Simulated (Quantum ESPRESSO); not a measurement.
# E(M) of Fe

How stiff is the total moment of Fe, and does E(M) have further minima?

Main program and level: Quantum ESPRESSO 7.5; PBE; plane waves with GBRV 1.5 PBE potentials, no spin-orbit coupling.

## Step 1: Starting point

Symmetry: Im-3m, No. 229, cubic system. The conventional cell has a = 2.866 Å, b = 2.866 Å, c = 2.866 Å, α = 90.00°, β = 90.00°, γ = 90.00°. Fe has 8 Fe at 2.48 Å nearest.

As a file:

```cif
data_structure
_symmetry_space_group_name_H-M 'Im-3m'
_symmetry_Int_Tables_number 229
_cell_length_a 2.8660
_cell_length_b 2.8660
_cell_length_c 2.8660
_cell_angle_alpha 90.000
_cell_angle_beta 90.000
_cell_angle_gamma 90.000
_cell_volume 23.54
loop_
_atom_site_label
_atom_site_type_symbol
_atom_site_symmetry_multiplicity
_atom_site_Wyckoff_symbol
_atom_site_fract_x
_atom_site_fract_y
_atom_site_fract_z
_atom_site_occupancy
Fe1 Fe 2 a 0.00000 0.00000 0.00000 1
```

The lattice constants were typed from memory of published values and not checked against a source.

## Step 2: The free run

pw.in reads:

```
&CONTROL
  calculation = 'scf'
  prefix = 'pwscf'
  outdir = './tmp'
  pseudo_dir = './pseudo'
  disk_io = 'nowf'
/
&SYSTEM
  ibrav = 0
  celldm(1) = 8
  nat = 1
  ntyp = 1
  ecutwfc = 40
  ecutrho = 280
  nbnd = 15
  occupations = 'smearing'
  smearing = 'fd'
  degauss = 0.00367493
  nspin = 2
  starting_magnetization(1) = 0.175
/
&ELECTRONS
  conv_thr = 2d-09
  electron_maxstep = 150
  mixing_beta = 0.3
/
ATOMIC_SPECIES
Fe     55.8450 fe_pbe_v1.5.uspp.F.UPF
CELL_PARAMETERS alat
  -0.3384971920736    0.3384971920736    0.3384971920736
   0.3384971920736   -0.3384971920736    0.3384971920736
   0.3384971920736    0.3384971920736   -0.3384971920736
ATOMIC_POSITIONS crystal
Fe      0.0000000000    0.0000000000    0.0000000000
K_POINTS automatic
20 20 20 0 0 0
```

Run with:

```console
> OMP_NUM_THREADS=1 mpirun -n 4 pw.x -nk 4 -in pw.in > pw.out
```

The program printed:

```text
Program PWSCF v.7.5 starts

     Message from routine setup:
     using ibrav=0 with symmetry is DISCOURAGED, use correct ibrav instead

     K-points division:     npool     =       4
     Subspace diagonalization in iterative solution of the eigenvalue problem:

     G-vector sticks info
     --------------------
     sticks:   dense  smooth     PW     G-vecs:    dense   smooth      PW
     Sum         467     265    117                 6363     2731     767

     Using Slab Decomposition

     bravais-lattice index     =            0
     lattice parameter (alat)  =       8.0000  a.u.
     unit-cell volume          =      79.4319 (a.u.)^3
     number of atoms/cell      =            1
     number of atomic types    =            1
     number of electrons       =        16.00
     number of Kohn-Sham states=           15
     kinetic-energy cutoff     =      40.0000  Ry
     charge density cutoff     =     280.0000  Ry
     scf convergence threshold =      2.0E-09
     mixing beta               =       0.3000
     number of iterations used =            8  plain     mixing
     Exchange-correlation=  SLA  PW   PBX  PBC
                           (   1   4   3   4   0   0   0)

     celldm(1)=   8.000000  celldm(2)=   0.000000  celldm(3)=   0.000000
     celldm(4)=   0.000000  celldm(5)=   0.000000  celldm(6)=   0.000000

     crystal axes: (cart. coord. in units of alat)
               a(1) = (  -0.338497   0.338497   0.338497 )
               a(2) = (   0.338497  -0.338497   0.338497 )
               a(3) = (   0.338497   0.338497  -0.338497 )

     reciprocal axes: (cart. coord. in units 2 pi/alat)
               b(1) = (  0.000000  1.477117  1.477117 )
               b(2) = (  1.477117  0.000000  1.477117 )
               b(3) = (  1.477117  1.477117  0.000000 )

     PseudoPot. # 1 for Fe read from file:
     fe_pbe_v1.5.uspp.F.UPF
     Pseudo is Ultrasoft + core correction, Zval = 16.0
     Generated by new atomic code, or converted to UPF format
     Using radial grid of  861 points,  6 beta functions with:
                l(1) =   0
                l(2) =   0
                l(3) =   1
                l(4) =   1
                l(5) =   2
                l(6) =   2
     Q(r) pseudized with  8 coefficients,  rinner =    1.000   1.000   1.000
                                                       1.000   1.000

     atomic species   valence    mass     pseudopotential
     Fe               16.00    55.84500     Fe( 1.00)

     Starting magnetic structure
     atomic species   magnetization
     Fe              0.175

     48 Sym. Ops., with inversion, found

   Cartesian axes

     site n.     atom                  positions (alat units)
         1        Fe     tau(   1) = (   0.0000000   0.0000000   0.0000000  )

     number of k points=   256  Fermi-Dirac smearing, width (Ry)=  0.0037

     Number of k-points >= 100: set verbosity='high' to print them.

     Dense  grid:     6363 G-vectors     FFT dimensions: (  25,  25,  25)

     Smooth grid:     2731 G-vectors     FFT dimensions: (  20,  20,  20)

     Check: negative core charge=   -0.000065
     Generating pointlists ...
     new r_m :   0.2418 (alat units)  1.9348 (a.u.) for type    1

     Initial potential from superposition of free atoms

     starting charge      15.0000, renormalised to      16.0000
     Starting wfcs are   13 randomized atomic wfcs +    2 random wfcs

     Self-consistent Calculation

     iteration #  1     ecut=    40.00 Ry     beta= 0.30
     Davidson diagonalization with overlap
     ethr =  1.00E-02,  avg # of iterations =  4.3

     total energy              =    -249.86627333 Ry
     estimated scf accuracy    <       2.35836171 Ry

     total magnetization       =     2.01 Bohr mag/cell
     absolute magnetization    =     2.01 Bohr mag/cell

     iteration #  2     ecut=    40.00 Ry     beta= 0.30
     Davidson diagonalization with overlap
     ethr =  1.00E-02,  avg # of iterations =  1.9

     total energy              =    -250.33431627 Ry
     estimated scf accuracy    <       0.04666767 Ry

     total magnetization       =     2.45 Bohr mag/cell
     absolute magnetization    =     2.48 Bohr mag/cell

     iteration #  3     ecut=    40.00 Ry     beta= 0.30
     Davidson diagonalization with overlap
     ethr =  2.92E-04,  avg # of iterations =  1.4

     total energy              =    -250.34532443 Ry
     estimated scf accuracy    <       0.00345083 Ry

     total magnetization       =     2.34 Bohr mag/cell
     absolute magnetization    =     2.40 Bohr mag/cell

     [... further iterations left out ...]

     iteration #  8     ecut=    40.00 Ry     beta= 0.30
     Davidson diagonalization with overlap
     ethr =  2.86E-08,  avg # of iterations =  1.0

     total energy              =    -250.34661115 Ry
     estimated scf accuracy    <       0.00000247 Ry

     total magnetization       =     2.28 Bohr mag/cell
     absolute magnetization    =     2.42 Bohr mag/cell

     iteration #  9     ecut=    40.00 Ry     beta= 0.30
     Davidson diagonalization with overlap
     ethr =  1.54E-08,  avg # of iterations =  1.0

     total energy              =    -250.34661137 Ry
     estimated scf accuracy    <       0.00000029 Ry

     total magnetization       =     2.28 Bohr mag/cell
     absolute magnetization    =     2.42 Bohr mag/cell

     iteration # 10     ecut=    40.00 Ry     beta= 0.30
     Davidson diagonalization with overlap
     ethr =  1.83E-09,  avg # of iterations =  1.1

     total energy              =    -250.34661145 Ry
     estimated scf accuracy    <          3.0E-09 Ry

     total magnetization       =     2.28 Bohr mag/cell
     absolute magnetization    =     2.42 Bohr mag/cell

     iteration # 11     ecut=    40.00 Ry     beta= 0.30
     Davidson diagonalization with overlap
     ethr =  1.87E-11,  avg # of iterations =  2.0

     Magnetic moment per site  (integrated on atomic sphere of radius R)
     atom   1 (R=0.242)  charge= 14.4160  magn=  2.3432

     End of self-consistent calculation

     Number of k-points >= 100: set verbosity='high' to print the bands.

     the Fermi energy is    17.3890 ev

!    total energy              =    -250.34661150 Ry
     estimated scf accuracy    <          3.6E-10 Ry
     smearing contrib. (-TS)   =      -0.00059643 Ry
     internal energy E=F+TS    =    -250.34601507 Ry

     The total energy is F=E-TS. E is the sum of the following terms:
     one-electron contribution =    -116.63733503 Ry
     hartree contribution      =      67.51923189 Ry
     xc contribution           =     -29.20954204 Ry
     ewald contribution        =    -172.01836989 Ry

     total magnetization       =     2.28 Bohr mag/cell
     absolute magnetization    =     2.42 Bohr mag/cell

     convergence has been achieved in  11 iterations

=------------------------------------------------------------------------------=
   JOB DONE.
=------------------------------------------------------------------------------=
```

Run time: 9 s. Hardware: 4 MPI ranks of Intel Xeon at 2.70GHz, shared host; peak memory 0.27 GiB; 34 s of CPU time.

Spin moment in the atom's sphere by atom:

```tsv
atom	spin moment in the atom's sphere (μB)
Fe1	2.34
```

This step gave:

| Item | Value |
| --- | --- |
| smearing term TS | 0.008115 eV |
| magnetization | 2.284 μB |
| absolute magnetization | 2.42 μB |
| final state | ferromagnetic |

## Step 3: Moment fixed at 0 μB

The two spin channels are filled to separate Fermi energies, so that the total moment meets the target. Half of the up one less the down one is the slope dE/dM.

pw.in, as its differences from that of step 2:

```diff
@@ -19,3 +19,4 @@
   nspin = 2
-  starting_magnetization(1) = 0.175
+  starting_magnetization(1) = 0.0088
+  tot_magnetization = 0
 /
```

The program printed:

```text
     [... lines left out ...]
Program PWSCF v.7.5 starts
     [... lines left out ...]
     number of atoms/cell      =            1
     [... lines left out ...]
     number of electrons       =        16.00 (up:   8.00, down:   8.00)
     number of Kohn-Sham states=           15
     kinetic-energy cutoff     =      40.0000  Ry
     charge density cutoff     =     280.0000  Ry
     scf convergence threshold =      2.0E-09
     [... lines left out ...]
     48 Sym. Ops., with inversion, found
     [... lines left out ...]
     number of k points=   256  Fermi-Dirac smearing, width (Ry)=  0.0037
     [... lines left out ...]
     iteration # 10     ecut=    40.00 Ry     beta= 0.30
     [... lines left out ...]
     Magnetic moment per site  (integrated on atomic sphere of radius R)
     atom   1 (R=0.242)  charge= 14.4144  magn= -0.0000
     [... lines left out ...]
     the spin up/dw Fermi energies are    17.5113   17.5113 ev
!    total energy              =    -250.30291926 Ry
     estimated scf accuracy    <          3.3E-10 Ry
     smearing contrib. (-TS)   =      -0.00238914 Ry
     [... lines left out ...]
     total magnetization       =     0.00 Bohr mag/cell
     absolute magnetization    =     0.00 Bohr mag/cell
     convergence has been achieved in  10 iterations
```

It took 11 s on 4 MPI ranks; peak memory 0.27 GiB; 43 s of CPU time.

Read from the output:

```yaml
magnetization: 0 μB
absolute_magnetization: 0 μB
half_the_difference_of_the_two_fermi_energies: 0 meV
largest_moment: 0 μB
```

## Step 4: Moment fixed at 0.28 μB

pw.in, as its differences from that of step 3:

```diff
@@ -19,4 +19,4 @@
   nspin = 2
-  starting_magnetization(1) = 0.0088
-  tot_magnetization = 0
+  starting_magnetization(1) = 0.0175
+  tot_magnetization = 0.28
 /
```

The program printed:

```text
     [... lines left out ...]
Program PWSCF v.7.5 starts
     [... lines left out ...]
     number of atoms/cell      =            1
     [... lines left out ...]
     number of electrons       =        16.00 (up:   8.14, down:   7.86)
     number of Kohn-Sham states=           15
     kinetic-energy cutoff     =      40.0000  Ry
     charge density cutoff     =     280.0000  Ry
     scf convergence threshold =      2.0E-09
     [... lines left out ...]
     48 Sym. Ops., with inversion, found
     [... lines left out ...]
     number of k points=   256  Fermi-Dirac smearing, width (Ry)=  0.0037
     [... lines left out ...]
     iteration # 12     ecut=    40.00 Ry     beta= 0.30
     [... lines left out ...]
     Magnetic moment per site  (integrated on atomic sphere of radius R)
     atom   1 (R=0.242)  charge= 14.4145  magn=  0.3007
     [... lines left out ...]
     the spin up/dw Fermi energies are    17.3825   17.6305 ev
!    total energy              =    -250.30420247 Ry
     estimated scf accuracy    <          2.8E-11 Ry
     smearing contrib. (-TS)   =      -0.00243084 Ry
     [... lines left out ...]
     total magnetization       =     0.28 Bohr mag/cell
     absolute magnetization    =     0.33 Bohr mag/cell
     convergence has been achieved in  12 iterations
```

Wall time 9.9 s (4 MPI ranks); peak memory 0.27 GiB; 38 s of CPU time.

Spin moment in the atom's sphere by atom:

```tsv
atom	spin moment in the atom's sphere (μB)
Fe1	0.301
```

Numbers from this step:

* magnetization: 0.28 μB
* absolute magnetization: 0.328 μB
* half the difference of the two Fermi energies: -124 meV

## Step 5: Moment fixed at 0.561 μB

pw.in, as its differences from that of step 4:

```diff
@@ -14,3 +14,3 @@
   ecutrho = 280
-  nbnd = 15
+  nbnd = 16
   occupations = 'smearing'
@@ -19,4 +19,4 @@
   nspin = 2
-  starting_magnetization(1) = 0.0175
-  tot_magnetization = 0.28
+  starting_magnetization(1) = 0.0351
+  tot_magnetization = 0.561
 /
```

The program printed:

```text
     [... lines left out ...]
Program PWSCF v.7.5 starts
     [... lines left out ...]
     number of atoms/cell      =            1
     [... lines left out ...]
     number of electrons       =        16.00 (up:   8.28, down:   7.72)
     number of Kohn-Sham states=           16
     kinetic-energy cutoff     =      40.0000  Ry
     charge density cutoff     =     280.0000  Ry
     scf convergence threshold =      2.0E-09
     [... lines left out ...]
     48 Sym. Ops., with inversion, found
     [... lines left out ...]
     number of k points=   256  Fermi-Dirac smearing, width (Ry)=  0.0037
     [... lines left out ...]
     iteration # 12     ecut=    40.00 Ry     beta= 0.30
     [... lines left out ...]
     Magnetic moment per site  (integrated on atomic sphere of radius R)
     atom   1 (R=0.242)  charge= 14.4150  magn=  0.6007
     [... lines left out ...]
     the spin up/dw Fermi energies are    17.2569   17.7452 ev
!    total energy              =    -250.30801711 Ry
     estimated scf accuracy    <          1.1E-09 Ry
     smearing contrib. (-TS)   =      -0.00235158 Ry
     [... lines left out ...]
     total magnetization       =     0.56 Bohr mag/cell
     absolute magnetization    =     0.65 Bohr mag/cell
     convergence has been achieved in  12 iterations
```

The job ended after 12 s (4 MPI ranks; peak memory 0.27 GiB).

Numbers from this step:

- magnetization: 0.561 μB
- absolute magnetization: 0.652 μB
- half the difference of the two Fermi energies: -244.1 meV
- largest moment: 0.6007 μB

## Step 6: All moments

The runs not shown differ in the target, the start and the number of states alone. The point at 2.28 μB is the free run, entered with slope zero.

Table of energy over the lowest by total spin moment:

```tsv
total spin moment (μB a cell)	energy over the lowest (meV a cell)
0.00	594
0.28	577
0.56	525
0.84	442
1.12	339
1.40	229
1.68	129
1.96	43.0
2.24	0.765
2.28	0
2.52	15.2
2.80	96.9
3.08	301
```

dE/dM against total spin moment:

```tsv
total spin moment (μB a cell)	dE/dM (meV/μB)
0.00	0.00151
0.28	-124
0.56	-244
0.84	-340
1.12	-391
1.40	-381
1.68	-333
1.96	-254
2.24	-38.8
2.28	0
2.52	119
2.80	495
3.08	933
```

Table of largest site moment by total spin moment:

```tsv
total spin moment (μB a cell)	largest site moment (μB)
0.00	8.4e-6
0.28	0.301
0.56	0.601
0.84	0.896
1.12	1.19
1.40	1.47
1.68	1.75
1.96	2.03
2.24	2.30
2.28	2.34
2.52	2.57
2.80	2.81
3.08	3.03
```

## Step 7: Outcome

```json
{
  "moment of the free run": "2.28 μB a cell",
  "energy at zero total moment": "594 meV a cell over the lowest",
  "ΔE/ΔM² from the lowest point to 2.52 and to 1.96 μB": "266 and 416 meV/μB²"
}
```

**Reading.** At zero total moment the site moments vanish, so the 594 meV a cell is the energy of forming them. The points show one minimum alone. The cell holds one seeded atom, so opposed orders, which may lie lower, cannot form in it.

[Logs and program files are shortened in this print: banners, set-up blocks, solver, clock and traceback lines can be left out without a mark of their own.]

[Logs are printed without paths, hosts, clocks, repeated set-up lines and the standing remarks that a program may print on its own settings, such as how far it seeks lower states.]

[Hosts, paths, dates, database ids (printed as entryN), source tags and the programs' standing remarks are cut or masked in the printed files.]

[Where a cell is said to come from a database of computed structures, the database is the Materials Project.]
